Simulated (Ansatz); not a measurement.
# TiTeSe monolayer, Janus under uniaxial strain along the armchair direction, normal to a, with the width clamped, part 2 of 2

Wanted: the shifts of the zone-centre modes of TiTeSe monolayer, Janus with strain.

Ansatz 0.2.0; DFT PBEsol, scalar-relativistic, plane waves, PAW; PAW set soft_1.

So far. Step 4 (Tight relaxation): The largest force component left is 0.49 meV/Å, within the tolerances set.

## 5. Zone-centre response at rest

Phonons follow from the second derivative of the energy, found here by linear response.

The modes at rest are the reference of the series.

input.yaml

```yaml
crystal:
  lattice:
    - [3.5700281122, 0.0, 0.0]
    - [-1.7850140561, 3.0917350374, 0.0]
    - [0.0, 0.0, 30.0]
  atoms:
    - { symbol: Ti, position: [0.0, 0.0, 0.3369553401] }
    - { symbol: Se, position: [0.3333333333, 0.6666666667, 0.3845335549] }
    - { symbol: Te, position: [0.6666666667, 0.3333333333, 0.2751777716] }
  periodic: [true, true, false]
kpoints:
  mp_grid: { grid: [15, 15, 1] }
hamiltonian:
  xc: pbesol
  pseudopotentials: { kind: paw, azcp: { folder: soft_1 }, xc_functional: pbe }
scf:
  occupations: { method: methfessel_paxton, width: 0.2 }
output:
  eigenvalues: true
phonons:
  method: dfpt
```

Launch:

```bash
> ansatz run input.yaml --threads 4 --pin off --max-ram 16384MiB --backend cpu --events-out ev --progress --plain --runs-dir out
```

Numbers of over 12 decimals in the logs are rounded to 6 here.

The program printed:

```text
[...]
Crystal: 3 atoms, lattice volume = 331.127 Å³
Basis set: ecut = 420 eV, 6383 PW (Γ), exchange–correlation on 48×48×432 points (8 copies of the dense FFT grid, shifted against one another)
Bands: 27, of which v1, the nominal top of the filled ones, is band 22 counted from 1 (21 counted from 0)
Symmetry: 6 space group operations
k-points: 64 of 225 (irreducible under 2 space group operations, time reversal used)
[...]
SCF iter   1: F=—  HF=-14802.953695 eV  |F-HF|=—  |Δ(HF+E_count)|=         —  Δρ=1.64e-2  dr2=2.28e0  ethr=3.10e-3  ⟨swp⟩=13.7  Hψ=11754  notcnv=0
[...]
SCF iter  13: F=-14802.438660 eV  HF=-14802.438660 eV  |F-HF|=1.91e-10  |Δ(HF+E_count)|=  3.17e-10  S|Δr|=    0.00e0  Δρ=1.07e-8  dr2=3.84e-13  ethr=1.00e-12  ⟨swp⟩=8.1  Hψ=8690  notcnv=0
SCF 1 converged in 13 iterations: F = -14802.438660 eV  dr2 = 3.84e-13
[...]
DFPT response loops at Γ: preconditioner auto → none (partly filled bands, converged f_vac=0.760); β = 0.50; Broyden in place of MSR1
SCF converged after 13 iterations
[...]
Free energy (F): -14802.438660 eV
[...]
Internal energy: -14802.439373 eV  (E = F + TS)
E sigma→0 (E₀):  -14802.438838 eV
Entropy (-TS):   0.000713 eV (0.238 meV/atom)
Fermi energy:    -4.886595 eV
Step filling:    the computed levels leave a gap of 0.0000 eV = 0.0 smearing widths at the electron count; against every level under it full and every level over it empty, smearing changes F+E_penalty+E_count by +1.438 meV and its σ→0 estimate by +1.260 meV
[...]
--- Band table (eV; the first three rows and the last of 64) ---
  k-point 0: bands = [... 18 lower, -7.0883, -6.7971, -4.5004, -4.5004, -4.1505, -3.7556, -3.7556, -1.2703, ... 1 higher]
  k-point 1: bands = [... 18 lower, -7.0820, -6.5685, -4.8034, -4.6659, -4.2876, -3.6555, -3.6266, -1.6167, ... 1 higher]
  k-point 2: bands = [... 18 lower, -7.0702, -6.3584, -5.6274, -4.9658, -4.3940, -3.5696, -3.4422, -2.1747, ... 1 higher]
  k-point 63: bands = [... 18 lower, -7.8825, -7.7801, -7.1022, -6.6637, -4.2436, -3.7264, -3.3667, -2.5863, ... 1 higher]
--- Phonons (Γ-DFPT): 6 representative perturbations + reference, on 64 of 225 k-points (Σ response iterations 28) ---
  k mesh reduced under 2 symmetry operations, with k and −k counted as one. Each operation leaves every solved perturbation unchanged. A smaller set is not used because it would not reduce the number of displacements times k-points to solve
  ASR residual: 3.048e-5 → 0.000e0 eV/Å²; symmetrization residual: 4.467e-5 eV/Å²
  ASR residual per site (eV/Å²): 2.62e-5 1.58e-5 3.05e-5
  Γ frequencies (cm⁻¹): 0.00 0.00 0.00 105.32 105.32 160.34 204.45 204.45 316.90
  non-analytic LO–TO correction: not included (Born effective charges unavailable; polar crystals: no LO–TO splitting at Γ)
```

Wall time 1.8 min (4 threads of Arm Neoverse V2, shared host); peak memory 2.2 GiB; 6.8 min of CPU time.

Numbers from this step:

```
sum-rule residual before enforcement                    : 3.05e-5 eV/Å²
point group                                             : 3m
highest optical mode at the zone centre (no LO-TO term) : 316.9 cm⁻¹
lowest optical zone-centre mode                         : 105.3 cm⁻¹
```

Patterns of degenerate modes are one choice out of their space. Modes at Γ, with each element's share of the kinetic energy:

```tsv
mode	frequency (cm⁻¹)	symmetry	Ti %	Se %	Te %
1	0.0	acoustic	19	31	50
2	0.0	acoustic	19	31	50
3	0.0	acoustic	19	31	50
4	105.3	E	11	40	49
5	105.3	E	11	40	49
6	160.3	A1	2	55	44
7	204.4	E	70	29	1
8	204.4	E	70	29	1
9	316.9	A1	80	14	6
```

Displacements in mode 4 (105.3 cm⁻¹), the largest set to 1:
```
Ti1 -0.67  0.00  0.00
Se2 -1.00  0.00  0.00
Te3  0.87  0.00  0.00
```

Displacements in mode 8 (204.4 cm⁻¹), the largest set to 1:
```
Ti1  1.00  0.03  0.00
Se2 -0.50 -0.01  0.00
Te3 -0.07  0.00  0.00
```

Before it was imposed, the acoustic sum rule was missed by 3.0e-5 eV/Å². Small misses are needed for a sound result but don't prove that mesh and cutoff are converged. The lowest optical mode is real, 105 cm⁻¹.

## 6. Relaxation of a member: uniaxial strain of +5 % along the armchair direction, normal to a, with the width clamped

The cell takes a uniaxial strain of +5 % along the armchair direction, normal to a, with the width clamped. The cell is held, and the atoms relax in it.

input.yaml, the sections that differ from step 5:

```yaml
crystal:
  lattice:
    - [3.5700281122, 0.0, 0.0]
    - [-1.7850140561, 3.2463217894, 0.0]
    - [0.0, 0.0, 30.0]
  atoms:
    - { symbol: Ti, position: [0.0006294771, 0.0012589542, 0.3371290598] }
    - { symbol: Se, position: [0.3299697832, 0.6599395665, 0.3833072573] }
    - { symbol: Te, position: [0.6694007397, 0.3388014794, 0.2762303494] }
  periodic: [true, true, false]
output:
  forces: true
  stress: true
  eigenvalues: true
relax:
  adjacent_minimum: "off"
  f_tol: 0.001
  max_steps: 60
# kpoints, hamiltonian, scf: as in step 5
# phonons: removed
```

The program printed:

```text
[...]
--- Relaxed structure (5 steps of the walk, 5 accepted, 0 SCFs on fresh bases) ---
  F+E_penalty+E_count = -14802.39560202 eV   max|allowed force component| = 3.805e-4 eV/Å
  cell:  # Å, volume = 347.6838 Å³
    - [3.5700281122, 0.0, 0.0]
    - [-1.7850140561, 3.2463217894, 0.0]
    - [0.0, 0.0, 30.0]
  atoms:
    - { symbol: Ti, position: [0.000787504, 0.00157501, 0.337181] }
    - { symbol: Se, position: [0.329244, 0.658489, 0.383000] }
    - { symbol: Te, position: [0.669968, 0.339936, 0.276486] }
[key lines of the parts left out:]
SCF converged after 5 iterations
Free energy (F): -14802.395602 eV
Fermi energy:    -4.950812 eV
P = ½ c Tr σ = -1.5084 N/m
```

Wall time 61 s (4 threads); peak memory 0.99 GiB.

Step by step:

```tsv
step	energy less that of the first step (eV)	largest force component (eV/Å)
1	0.0000	0.0828
2	-0.0001	0.0935
3	-0.0007	0.0095
4	-0.0007	0.0047
5	-0.0007	0.0004
```

The run keeps the 2 symmetry operations that it works with, so distortions that break them were not tested.

The atoms that moved most (Å):

```tsv
atom	dx	dy	dz	length
Se2	0.000	-0.005	-0.009	0.010
Te3	0.000	0.004	0.008	0.009
```

The relaxed structure:

```xyz
3
Lattice="3.5700 0.0000 0.0000 -1.7850 3.2463 0.0000 0.0000 0.0000 30.0000" Properties=species:S:1:pos:R:3
Ti    0.0000    0.0051   10.1154
Se    0.0000    2.1377   11.4900
Te    1.7850    1.1035    8.2946
```

Numbers from this step:

| Item | Value |
| --- | --- |
| area per atom | 3.863 Å² |

The largest force component left is 0.38 meV/Å.

## 7. Zone-centre modes of the member: uniaxial strain of +5 % along the armchair direction, normal to a, with the width clamped

The zone-centre modes follow for uniaxial strain of +5 % along the armchair direction, normal to a, with the width clamped.

input.yaml, the sections that differ from step 6:

```yaml
crystal:
  lattice:
    - [3.5700281122, 0.0, 0.0]
    - [-1.7850140561, 3.2463217894, 0.0]
    - [0.0, 0.0, 30.0]
  atoms:
    - { symbol: Ti, position: [0.0007875045, 0.001575009, 0.3371809032] }
    - { symbol: Se, position: [0.329244297, 0.658488594, 0.382999652] }
    - { symbol: Te, position: [0.6699681985, 0.3399363971, 0.2764861112] }
  periodic: [true, true, false]
output:
  eigenvalues: true
phonons:
  method: dfpt
# kpoints, hamiltonian, scf: as in step 6
# relax: removed
```

The program printed:

```text
zone centre: on kpoints.mp_grid the ground state, and the responses unless they are solved on pairs of k-points, stand on 64 of the mesh's 225 k-points, reduced under 2 symmetry operations, with k and −k counted as one. Each operation leaves every solved displacement unchanged or reverses it
[...]
Crystal: 3 atoms, lattice volume = 347.684 Å³
Basis set: ecut = 420 eV, 6779 PW (Γ), exchange–correlation on 60×60×432 points (8 copies of the dense FFT grid, shifted against one another)
Bands: 27, of which v1, the nominal top of the filled ones, is band 22 counted from 1 (21 counted from 0)
Symmetry: 2 space group operations
k-points: 64 of 225 (time reversal used)
[...]
SCF iter   1: F=—  HF=-14802.865792 eV  |F-HF|=—  |Δ(HF+E_count)|=         —  Δρ=1.73e-2  dr2=1.85e0  ethr=3.10e-3  ⟨swp⟩=13.3  Hψ=11335  notcnv=0
[...]
SCF iter  13: F=-14802.395602 eV  HF=-14802.395602 eV  |F-HF|=3.64e-12  |Δ(HF+E_count)|=  7.97e-10  S|Δr|=    0.00e0  Δρ=2.34e-8  dr2=8.24e-12  ethr=1.00e-12  ⟨swp⟩=13.8  Hψ=11596  notcnv=0
SCF 1 converged in 13 iterations: F = -14802.395602 eV  dr2 = 8.24e-12
[...]
SCF converged after 13 iterations
[...]
Free energy (F): -14802.395602 eV
[...]
Internal energy: -14802.396911 eV  (E = F + TS)
E sigma→0 (E₀):  -14802.395929 eV
Entropy (-TS):   0.001309 eV (0.436 meV/atom)
Fermi energy:    -4.950807 eV
[...]
--- Band table (eV; the first three rows and the last of 64) ---
  k-point 0: bands = [... 18 lower, -7.2169, -6.6148, -4.7705, -4.5771, -4.2806, -4.1313, -3.8753, -1.5830, ... 1 higher]
  k-point 1: bands = [... 18 lower, -7.2066, -6.4852, -5.1446, -4.7193, -4.4720, -3.8591, -3.7602, -1.9099, ... 1 higher]
  k-point 2: bands = [... 18 lower, -7.1811, -6.3097, -5.9521, -4.9811, -4.5750, -3.6828, -3.5880, -2.4291, ... 1 higher]
  k-point 63: bands = [... 18 lower, -7.9213, -7.7701, -7.0803, -6.6273, -4.4151, -3.8695, -3.5175, -2.7882, ... 1 higher]
[...]
ASR residual: 6.537e-5 → 0.000e0 eV/Å²; symmetrization residual: 2.846e-5 eV/Å²
  ASR residual per site (eV/Å²): 6.54e-5 1.65e-5 1.96e-5
  Γ frequencies (cm⁻¹): 0.00 0.00 0.00 102.08 102.40 155.90 180.50 185.58 300.51
[...]
```

It took 3 min on 4 threads; peak memory 2.4 GiB.

This step gave:

```
sum-rule residual before enforcement                    : 6.54e-5 eV/Å²
point group                                             : m
highest optical mode at the zone centre (no LO-TO term) : 300.5 cm⁻¹
lowest optical zone-centre mode                         : 102.1 cm⁻¹
```

Patterns of degenerate modes are one choice out of their space. Modes at Γ, with each element's share of the kinetic energy:

```tsv
mode	frequency (cm⁻¹)	symmetry	Ti %	Se %	Te %
1	0.0	acoustic	19	31	50
2	0.0	acoustic	19	31	50
3	0.0	acoustic	19	31	50
4	102.1	A'	16	35	50
5	102.4	A''	17	33	50
6	155.9	A'	2	56	42
7	180.5	A''	64	35	0
8	185.6	A'	65	34	1
9	300.5	A'	80	13	7
```

The lowest optical mode is real, 102 cm⁻¹, and the highest lies at 300.5 cm⁻¹.

For the highest optical mode at the zone centre (no LO-TO term), step 5 gave 317 cm⁻¹; this run, with strain 5 %, gives 301 cm⁻¹ (-5 %).

## 8. A member of the series: uniaxial strain of -3 % along the armchair direction, normal to a, with the width clamped

The cell takes a uniaxial strain of -3 % along the armchair direction, normal to a, with the width clamped. The cell is held, and the atoms relax in it.

input.yaml, the sections that differ from step 7:

```yaml
crystal:
  lattice:
    - [3.5700281122, 0.0, 0.0]
    - [-1.7850140561, 2.9989829862, 0.0]
    - [0.0, 0.0, 30.0]
  atoms:
    - { symbol: Ti, position: [-0.0002953586, -0.0005907173, 0.3368884558] }
    - { symbol: Se, position: [0.3352046906, 0.6704093813, 0.3851452659] }
    - { symbol: Te, position: [0.665090668, 0.330181336, 0.2746329449] }
  periodic: [true, true, false]
output:
  forces: true
  stress: true
  eigenvalues: true
relax:
  adjacent_minimum: "off"
  f_tol: 0.001
  max_steps: 60
# kpoints, hamiltonian, scf: as in step 7
# phonons: removed
```

The program printed:

```text
[...]
Crystal: 3 atoms, lattice volume = 321.194 Å³
Basis set: ecut = 420 eV, 6235 PW (Γ), exchange–correlation on 48×48×432 points (8 copies of the dense FFT grid, shifted against one another)
Bands: 27, of which v1, the nominal top of the filled ones, is band 22 counted from 1 (21 counted from 0)
Symmetry: 2 space group operations
[...]
--- Relaxed structure (5 steps of the walk, 5 accepted, 0 SCFs on fresh bases) ---
  F+E_penalty+E_count = -14802.42146667 eV   max|allowed force component| = 8.659e-4 eV/Å
  cell:  # Å, volume = 321.1936 Å³
    - [3.5700281122, 0.0, 0.0]
    - [-1.7850140561, 2.9989829862, 0.0]
    - [0.0, 0.0, 30.0]
  atoms:
    - { symbol: Ti, position: [-0.000438426, -0.000876852, 0.336860] }
    - { symbol: Se, position: [0.336184, 0.672367, 0.385452] }
    - { symbol: Te, position: [0.664255, 0.328509, 0.274355] }
[key lines of the parts left out:]
SCF converged after 3 iterations
Free energy (F): -14802.421467 eV
Fermi energy:    -4.825387 eV
P = ½ c Tr σ = 1.0848 N/m
```

Wall time 57 s (4 threads); peak memory 0.94 GiB; 3.7 min of CPU time.

Step by step:

```tsv
step	energy less that of the first step (eV)	largest force component (eV/Å)
1	0.0000	0.0994
2	-0.0002	0.1112
3	-0.0009	0.0111
4	-0.0010	0.0009
5	-0.0010	0.0009
```

Forces are held to the 2 operations that the run works with; a distortion that breaks them can't arise in this run.

The atoms that moved most (Å):

```tsv
atom	dx	dy	dz	length
Se2	0.000	0.006	0.009	0.011
Te3	0.000	-0.005	-0.008	0.010
```

The relaxed structure:

```cif
data_structure
_symmetry_space_group_name_H-M 'P 1'
_symmetry_Int_Tables_number 1
_cell_length_a 3.5700
_cell_length_b 3.4900
_cell_length_c 30.0000
_cell_angle_alpha 90.000
_cell_angle_beta 90.000
_cell_angle_gamma 120.761
_cell_volume 321.19
loop_
_atom_site_label
_atom_site_type_symbol
_atom_site_fract_x
_atom_site_fract_y
_atom_site_fract_z
_atom_site_occupancy
Ti1 Ti 0.99956 0.99912 0.33686 1
Se2 Se 0.33618 0.67237 0.38545 1
Te3 Te 0.66425 0.32851 0.27435 1
```

This step gave:

* area per atom: 3.569 Å²

The largest force component left is 0.87 meV/Å.

## 9. Zone-centre modes of the member: uniaxial strain of -3 % along the armchair direction, normal to a, with the width clamped

The zone-centre modes follow for uniaxial strain of -3 % along the armchair direction, normal to a, with the width clamped.

input.yaml, the sections that differ from step 8:

```yaml
crystal:
  lattice:
    - [3.5700281122, 0.0, 0.0]
    - [-1.7850140561, 2.9989829862, 0.0]
    - [0.0, 0.0, 30.0]
  atoms:
    - { symbol: Ti, position: [-0.0004384259, -0.0008768519, 0.3368598275] }
    - { symbol: Se, position: [0.3361836815, 0.672367363, 0.3854522795] }
    - { symbol: Te, position: [0.6642547444, 0.3285094889, 0.2743545597] }
  periodic: [true, true, false]
output:
  eigenvalues: true
phonons:
  method: dfpt
# kpoints, hamiltonian, scf: as in step 8
# relax: removed
```

The program printed:

```text
[...]
Crystal: 3 atoms, lattice volume = 321.194 Å³
Basis set: ecut = 420 eV, 6235 PW (Γ), exchange–correlation on 48×48×432 points (8 copies of the dense FFT grid, shifted against one another)
Bands: 27, of which v1, the nominal top of the filled ones, is band 22 counted from 1 (21 counted from 0)
Symmetry: 2 space group operations
k-points: 64 of 225 (time reversal used)
[...]
k-point 2: bands = [... 18 lower, -6.9858, -6.3613, -5.4029, -4.9530, -4.2872, -3.4873, -3.3453, -2.0096, ... 1 higher]
  k-point 63: bands = [... 18 lower, -7.9327, -7.7132, -7.1189, -6.6800, -4.1287, -3.6410, -3.2644, -2.4591, ... 1 higher]
[...]
ASR residual: 4.961e-5 → 0.000e0 eV/Å²; symmetrization residual: 2.093e-5 eV/Å²
  ASR residual per site (eV/Å²): 4.96e-5 7.53e-6 2.06e-5
  Γ frequencies (cm⁻¹): 0.00 0.00 0.00 103.93 105.57 162.91 205.83 215.73 326.84
[...]
[key lines of the parts left out:]
SCF converged after 13 iterations
Free energy (F): -14802.421467 eV
Fermi energy:    -4.825395 eV
```

Run time: 2.4 min. Hardware: 4 threads; peak memory 2.1 GiB.

This step gave:

| Item | Value |
| --- | --- |
| sum-rule residual before enforcement | 4.96e-5 eV/Å² |
| highest optical mode at the zone centre (no LO-TO term) | 326.8 cm⁻¹ |
| lowest optical zone-centre mode | 103.9 cm⁻¹ |

Patterns of degenerate modes are one choice out of their space. Modes at Γ, with each element's share of the kinetic energy:

```tsv
mode	frequency (cm⁻¹)	symmetry	Ti %	Se %	Te %
1	0.0	acoustic	19	31	50
2	0.0	acoustic	19	31	50
3	0.0	acoustic	19	31	50
4	103.9	A'	11	40	49
5	105.6	A''	10	41	49
6	162.9	A'	2	54	44
7	205.8	A'	70	29	1
8	215.7	A''	71	28	1
9	326.8	A'	79	15	6
```

The lowest optical mode is real, 104 cm⁻¹, and the highest lies at 326.8 cm⁻¹.

Between step 5 and this run (strain -3 %) the value for the highest optical mode at the zone centre (no LO-TO term) moves from 317 cm⁻¹ to 327 cm⁻¹ (+3 %).

## 10. All members side by side

The members are set side by side, also those not shown above.

Energies are extrapolated to zero smearing, and E0 is that at rest; the cell is clamped and the atoms are relaxed; all runs use 15×15×1 k points and Methfessel-Paxton smearing of 0.2 eV. State of the crystal along the series:

```tsv
strain (%)	E - E0 (meV/atom)
-3	5.657
-2	2.484
-1	0.6105
0	0
1	0.6062
2	2.384
3	5.29
4	9.28
5	14.3
```

Optical modes are counted from below at rest and tracked from member to member by their patterns, and modes that stay within 0.3 cm⁻¹ of each other stand once; labels, where given, are those at rest, then, where named, those of the strained cell; the cell is clamped and the atoms are relaxed; all runs use 15×15×1 k points and Methfessel-Paxton smearing of 0.2 eV. Optical modes along the series:

```tsv
strain (%)	optical mode 1 E to A'' single part (cm⁻¹)	optical mode 2 E to A' single part (cm⁻¹)	optical mode 3 A1 to A' (cm⁻¹)	optical mode 4 E to A'' single part (cm⁻¹)	optical mode 5 E to A' single part (cm⁻¹)	optical mode 6 A1 to A' (cm⁻¹)
-3	105.6	103.9	162.9	215.7	205.8	326.8
-2	105.6	104.7	162.1	212.6	206.2	323.6
-1	105.5	105.2	161.2	208.9	205.8	320.2
0	105.3	105.3	160.3	204.4	204.4	316.9
1	104.9	105.2	159.6	199.5	201.9	313.6
2	104.4	104.8	158.7	194.3	198.2	310.2
3	103.8	104.1	157.9	189.2	193.9	306.9
4	103.1	103.2	156.9	184.6	189.6	303.7
5	102.4	102.1	155.9	180.5	185.6	300.5
```

Value and slope at zero strain of a cubic (a lower polynomial where under five rows exist) through the rows within 2 % of rest. Slopes at rest:

```tsv
mode	frequency (cm⁻¹)	shift per percent of strain (cm⁻¹)
optical mode 1 E to A'' single part	105.3	-0.3
optical mode 2 E to A' single part	105.3	0.04
optical mode 3 A1 to A'	160.3	-0.81
optical mode 4 E to A'' single part	204.4	-4.73
optical mode 5 E to A' single part	204.4	-1.96
optical mode 6 A1 to A'	316.9	-3.35
```

## 11. What came out

| Quantity | Value |
| --- | --- |
| members | 9 |
| highest optical mode at the zone centre (no LO-TO term), at rest | 316.9 cm⁻¹ |
| optical mode 3 A1 to A', shift per percent | -0.81 cm⁻¹ |
| optical mode 4 E to A'' single part, shift per percent | -4.73 cm⁻¹ |
| optical mode 5 E to A' single part, shift per percent | -1.96 cm⁻¹ |
| optical mode 6 A1 to A', shift per percent | -3.35 cm⁻¹ |

**Reading.** The strain lowers the symmetry: the level at 204.4 cm⁻¹ splits, into 180.5 and 185.6 cm⁻¹ at +5 %. Within 2 % of rest optical mode 1 E to A'' single part, optical mode 2 E to A' single part and optical mode 5 E to A' single part bend away from a straight line, so a single slope holds only near rest. The fastest shift in the table of slopes is -4.7 cm⁻¹ for each percent (optical mode 4 E to A'' single part). The width is clamped, so the contraction across the strain that a free sheet shows is left out. These are harmonic frequencies at zero temperature: anharmonic shifts, linewidths and thermal expansion are left out. Spin-orbit coupling is left out, which can matter for the heavy elements here. With no gap, or one that is small against the smearing, the frequencies hang on the k mesh and the smearing, most of all near Kohn anomalies. A semilocal functional can close a gap that the real compound would have, so the metallic treatment may be an artefact of the level. The starting cell was built on a prototype and not taken from a measurement. The PAW files were made for PBE; the program adapts parts of them to the functional of the run, but their partial waves stay those of PBE, an approximation that was not tested in this session. Only the zone centre was solved, so an instability at another wavevector cannot show here.

[Logs are printed without paths, hosts, clocks, repeated set-up lines and the standing remarks that a program may print on its own settings, such as how far it seeks lower states.]

[Hosts, paths, dates, database ids (printed as entryN), source tags and the programs' standing remarks are cut or masked in the printed files.]
